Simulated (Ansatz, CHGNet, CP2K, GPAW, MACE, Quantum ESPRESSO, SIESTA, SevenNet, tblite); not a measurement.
# Running random rutile alloy of IrO2 and SiO2 (96 atoms) with GPAW, part 2 of 2

Aim: run random rutile alloy of IrO2 and SiO2 (96 atoms) in GPAW and see how near its forces come to a plane-wave reference, and at what cost.

Program: GPAW 26.7.0; the method stands at each step. Banners, paths, timers and routine set-up lines are dropped from the logs unmarked, and long logs keep their key lines alone; longer cuts are marked.

So far. Step 3 (PBE, LCAO szp(dzp), h 0.18 Å): Against the first run (5.2 %), the force difference from the reference is 12 %, at 0.66 times the CPU time (on 1 against 2 cores), with 960 basis functions against 1472: the smaller basis costs accuracy. Step 4 (RPBE, LCAO dzp, h 0.18 Å): Against the first run (5.2 %), the force difference from the reference is 6.5 %, at 1.0 times the CPU time; the model has changed, so this is no error of the program alone.

**5. PBE, LCAO sz(dzp), h 0.18 Å**

Method: Kohn-Sham DFT, PBE, PAW, atomic orbitals (sz(dzp)).

The input, run.py:

```python
import numpy as np
from ase.io import read
from gpaw import GPAW, FermiDirac

atoms = read("structure.xyz")
atoms.calc = GPAW(
    mode="lcao",
    basis="sz(dzp)",
    h=0.18,
    xc="PBE",
    kpts={"size": (1, 1, 1), "gamma": True},
    occupations=FermiDirac(0.05),
    maxiter=200,
    symmetry={"point_group": False},
    txt="gpaw.txt",
)
energy = atoms.get_potential_energy(force_consistent=True)
forces = atoms.get_forces()
print(f"energy {energy:.6f} eV")
print("forces (eV/A)")
for i, (a, f) in enumerate(zip(atoms, forces)):
    print(f"{i:4d} {a.symbol:2s} {f[0]:10.5f} {f[1]:10.5f} {f[2]:10.5f}")
print(f"Fermi level {atoms.calc.get_fermi_level():.4f} eV")
for k in range(len(atoms.calc.get_ibz_k_points())):
    for s in range(atoms.calc.get_number_of_spins()):
        e = atoms.calc.get_eigenvalues(kpt=k, spin=s)
        n = np.searchsorted(e, atoms.calc.get_fermi_level())
        print(f"k {k} spin {s} levels about the Fermi level:", np.round(e[max(n - 6, 0):n], 4).tolist(), "|", np.round(e[n:n + 6], 4).tolist())
```

The input, structure.xyz:

```xyz
96
Lattice="8.67700 0.00000 0.00000 0.00000 8.67700 0.00000 0.00000 0.00000 11.63800" Properties=species:S:1:pos:R:3 pbc="T T T"
[... 96 atom lines left out: the same atoms as in the first run ...]
```

Launch:

```
$ OMP_NUM_THREADS=1 python run.py > output.txt
```

Log:

```text
energy -529.179617 eV
forces (eV/A)
   0 Si   -7.10375   -5.68383   -2.53898
   1 Si    0.40405    0.06489   -1.52974
   2 O     2.95462    2.58145    5.74164
   3 O    -2.09448   -3.63573   -0.90394
   4 O    -0.43194   -2.39182   -2.55363
   5 O    -0.96429    0.47968   -1.03616
   6 Ir   -0.16713   -0.97807   -4.77534
   7 Ir   -4.49864    3.33056   15.43512
   8 O    -2.14919   -1.67796   -7.23814
   9 O     3.11951    3.07361   -5.08620
  10 O     1.72266   -2.03901   -0.75396
  11 O    -5.52796    5.18294  -16.31158
  12 Ir    5.51845   -7.73174    1.78731
  13 Ir   -6.47669    6.90507   -7.40272
  14 O     5.00950    4.71324   -2.38678
  15 O    -3.86150   -5.63656   -2.17172
  16 O     6.41640   -6.76847    5.69374
  17 O     0.19011   -0.87463    9.92020
  18 Si   -2.77875   -3.66594    0.21315
  19 Ir    0.23003    7.42368    4.79636
  20 O    -2.80304   -3.66026   -0.55534
  21 O     4.28643    3.37037   -0.22656
  22 O    -2.20369    3.08662    2.54588
  23 O     3.53331   -2.92096   -1.90174
[...]
88 O    -1.20828   -0.50706    0.80107
  89 O    -1.15187    0.94534    3.56172
  90 Si    2.08696   -2.00507    3.74611
  91 Ir    2.19666   -3.42454    6.20807
  92 O    -0.08795    0.30785   -4.61275
  93 O     3.01757    2.38822   -4.31222
  94 O    -3.42865    1.39179   -4.28614
  95 O     0.44526   -0.12848    0.61673
Fermi level 10.8486 eV
k 0 spin 0 levels about the Fermi level: [10.4733, 10.5901, 10.6528, 10.6862, 10.713, 10.8359] | [10.883, 10.9434, 10.9713, 11.0524, 11.2037, 11.2487]
```

gpaw.txt:

```text
Input parameters:
  mode=LCAO(),
  basis={'default': 'sz(dzp)'},
  h=0.18,
  kpts=MonkhorstPack(size=(1, 1, 1), gamma=True),
  maxiter=200,
  occupations=Occupations(name='fermi-dirac', width=0.05, fixmagmom=False),
  symmetry=Symmetry(point_group=False),
  xc=XC(name='PBE')
Unit cell  # Å
| periodic |        x |        y |         z |   lengths |    angles |
[... lines left out ...]
  Fermi-Dirac:
[... lines left out ...]
convergence criteria:
- Maximum [total energy] change in last 3 cyles: 0.0005 eV / valence electron
[... lines left out ...]
Converged in 25 steps
[... lines left out ...]
  Free energy:    -529.179617
  Extrapolated:   -529.048877
dipole moment: (27.635839, -8.607454, -73.886859)  # |e|*Ang
Fermi level: 10.849
Eigenvalues  # (at kpt = [0.000, 0.000, 0.000])
| band index |      eig [eV] | occ [0-2] |
|------------|---------------|-----------|
|          0 |       -41.918 |     2.000 |
|        ... |               |           |
|        336 |        10.371 |     2.000 |
|        337 |        10.465 |     1.999 |
[...]
|        351 |        11.693 |     0.000 |
|        ... |               |           |
|        416 |        18.809 |     0.000 |
Gap: 0.047 eV
Transition (v -> c):
  (s=0, k=0, n=343, [0.00, 0.00, 0.00]) -> (s=0, k=0, n=344, [0.00, 0.00, 0.00])
No difference between direct/indirect transitions
Force computation time: 14.007  # s
timing:  # [seconds]
  Total:  177.308  # ━━━━━━━━━━━━━━━━━━━━━━━━━━━━━━━━━━━━━━━━━━━━━━━━━━━━━━━━
  Init:     7.952  # ━━╸
  SCF:    155.317  # ━━━━━━━━━━━━━━━━━━━━━━━━━━━━━━━━━━━━━━━━━━━━━━━━━
  Forces:  14.007  # ━━━━╸
```

Elapsed: 3 min, on 1 thread of Arm Neoverse V2, shared host; peak memory 1.3 GiB.

Numbers from this run, and their distance from the reference:

```yaml
r_m_s_force_component: 4.775 eV/Å
r_m_s_difference_of_force_components: 1128 meV/Å
longest_difference_of_force_vectors: 5104 meV/Å
force_difference_over_r_m_s_force: 28.38 %
slope_of_forces_against_the_reference_s: 1.181
correlation_of_force_components: 0.9833
```

This is a coarse setting, run to see what it loses.

Against the first run (5.2 %), the force difference from the reference is 28 %, at 0.31 times the CPU time (on 1 against 2 cores), with 512 basis functions against 1472: the smaller basis costs accuracy.

**6. PBE, LCAO dzp, h 0.25 Å**

Method: Kohn-Sham DFT, PBE, PAW, atomic orbitals (dzp).

run.py, as its differences from that of step 5:

```diff
@@ -7,4 +7,4 @@
     mode="lcao",
-    basis="sz(dzp)",
-    h=0.18,
+    basis="dzp",
+    h=0.25,
     xc="PBE",
```

structure.xyz is that of step 5.

Log:

```text
energy -592.533887 eV
forces (eV/A)
   0 Si   -5.59164   -4.62238   -0.74270
   1 Si    1.26282    0.21760   -0.50910
   2 O     1.55023    1.36909    5.61022
   3 O    -2.66195   -3.52177    0.27639
   4 O    -0.93381   -1.70168   -2.37132
   5 O    -0.69200    0.52703   -1.13767
[...]
93 O     2.27716    1.83290   -4.70220
  94 O    -4.05289    2.04939   -3.39186
  95 O     1.25921   -0.73887    1.13331
Fermi level 10.0626 eV
k 0 spin 0 levels about the Fermi level: [9.6888, 9.8175, 9.8459, 9.9003, 9.9299, 10.0458] | [10.0959, 10.155, 10.2091, 10.2761, 10.3961, 10.4842]
```

gpaw.txt:

```text
Input parameters:
  mode=LCAO(),
  basis={'default': 'dzp'},
  h=0.25,
  kpts=MonkhorstPack(size=(1, 1, 1), gamma=True),
  maxiter=200,
  occupations=Occupations(name='fermi-dirac', width=0.05, fixmagmom=False),
[... lines left out ...]
  Fermi-Dirac:
[... lines left out ...]
convergence criteria:
- Maximum [total energy] change in last 3 cyles: 0.0005 eV / valence electron
[... lines left out ...]
Converged in 24 steps
[... lines left out ...]
  Free energy:    -592.533887
[... lines left out ...]
Fermi level: 10.063
[... lines left out ...]
|        ... |               |           |
|        416 |        17.986 |     0.000 |
Gap: 0.050 eV
Transition (v -> c):
  (s=0, k=0, n=343, [0.00, 0.00, 0.00]) -> (s=0, k=0, n=344, [0.00, 0.00, 0.00])
No difference between direct/indirect transitions
Force computation time: 27.359  # s
timing:  # [seconds]
  Total:  298.528  # ━━━━━━━━━━━━━━━━━━━━━━━━━━━━━━━━━━━━━━━━━━━━━━━━━━━━━━━━
  Init:     9.763  # ━━
  SCF:    261.373  # ━━━━━━━━━━━━━━━━━━━━━━━━━━━━━━━━━━━━━━━━━━━━━━━━━
  Forces:  27.359  # ━━━━━
```

Wall time 5 min (1 thread); peak memory 0.98 GiB.

Compared with the plane-wave run:

```
r.m.s. force component                          : 4.082 eV/Å
r.m.s. difference of force components           : 278.7 meV/Å
longest difference of force vectors             : 1084 meV/Å
force difference over r.m.s. force              : 7.011 %
slope of forces against the reference's         : 1.025
correlation of force components                 : 0.998
energy less the same-level run's                : 306.8 meV/atom
r.m.s. force difference from the same-level run : 167.8 meV/Å
```

This is a coarse setting, run to see what it loses.

Against the first run (5.2 %), the force difference from the reference is 7.0 %, at 0.52 times the CPU time (on 1 against 2 cores): the grid matters here.

The forces add up to 2.0 eV/Å instead of zero, usually a sign of too coarse a grid.

**7. All runs compared**

Differences are against the plane-wave reference, forces as r.m.s. over components; share is that over the reference's r.m.s. force, slope the least-squares factor from reference forces to these. Total energies of different programs have different zeros and aren't compared.

```tsv
run	Δ force, r.m.s. (meV/Å)	share (%)	slope	cores	CPU time	memory (GiB)
reference	-	-	-	4	18 min	3.4
GPAW PBE, LCAO dzp, h 0.18 Å	207	5.21	1.022	2	9.6 min	2.2
GPAW PBE, LCAO szp(dzp), h 0.18 Å (coarse)	484	12.2	1.103	1	6.3 min	1.6
GPAW RPBE, LCAO dzp, h 0.18 Å	260	6.54	1.043	2	9.6 min	2.2
GPAW PBE, LCAO sz(dzp), h 0.18 Å (coarse)	1128	28.4	1.181	1	3 min	1.3
GPAW PBE, LCAO dzp, h 0.25 Å (coarse)	279	7.01	1.025	1	5 min	0.98
```

Rows marked coarse were listed beforehand as settings not expected to be converged; some can still land near the reference.

CPU time is summed over cores on a shared host, where runs went side by side, so it is rough. Symmetry, cutoffs, thresholds, outputs and thread counts weren't matched or tuned between programs; memory under MPI is the largest rank's times the ranks.

Within one program, basis, potentials and functional, energies share a zero. Each run against its twin at the usual cutoff or grid and solver:

```tsv
run	twin	Δ energy (meV/atom)	Δ force, r.m.s. (meV/Å)	CPU time over the twin's
GPAW PBE, LCAO dzp, h 0.25 Å	LCAO dzp, h 0.18 Å	307	168	0.52 (this twin ran on 2 cores)
```

**8. Outcome**

```yaml
nearest_in_forces: GPAW PBE, LCAO dzp, h 0.18 Å, 5.2 %
its_cpu_time: 9.6 min
```

**Reading.** The PBE run in local orbitals, coarse settings apart, differs by 5.2 % (GPAW PBE, LCAO dzp, h 0.18 Å); basis, grid and potentials can all enter. Rows with another functional or a dispersion term differ by 6.5 % (GPAW RPBE, LCAO dzp, h 0.18 Å), which mixes the change of model with differences of basis and potentials. Runs with settings chosen to be coarse differ by 7.0 % (GPAW PBE, LCAO dzp, h 0.25 Å) to 28 % (GPAW PBE, LCAO sz(dzp), h 0.18 Å), their programs' other errors included. Of the electronic-structure runs that take under half the reference's CPU time, GPAW PBE, LCAO dzp, h 0.25 Å comes nearest, at 7.0 % in 5 min against 18 min. GPAW PBE, LCAO sz(dzp), h 0.18 Å stiffens the forces by a factor of 1.18 while following their directions (correlation 0.983); the slopes of the 5 GPAW runs lie between 1.02 and 1.18. The reference's stress is far from hydrostatic: its diagonal is 30.5, 30.9, 44.0 GPa, compression counted positive. The host structure and its lattice constant were typed by rule, without a check against the phase diagram. The reference's pressure of 35 GPa belongs to a cell and atoms that aren't relaxed at this level. The runs have no spin polarisation, so any moments at edges, vacancies or dangling bonds can't form. The electronic-structure runs sample only Γ, in a cell whose shortest periodic width is 9 Å, which is coarse for a cell with partly filled levels. Spin–orbit coupling is left out, which matters for the levels of the heavy elements.

[Also dropped from logs without a mark: logging warnings of Python, and SIESTA's first energy breakdown and zero terms.]

[Logs are printed without paths, hosts, clocks, repeated set-up lines and the standing remarks that a program may print on its own settings, such as how far it seeks lower states.]

[Hosts, paths, dates, database ids (printed as entryN), source tags and the programs' standing remarks are cut or masked in the printed files.]
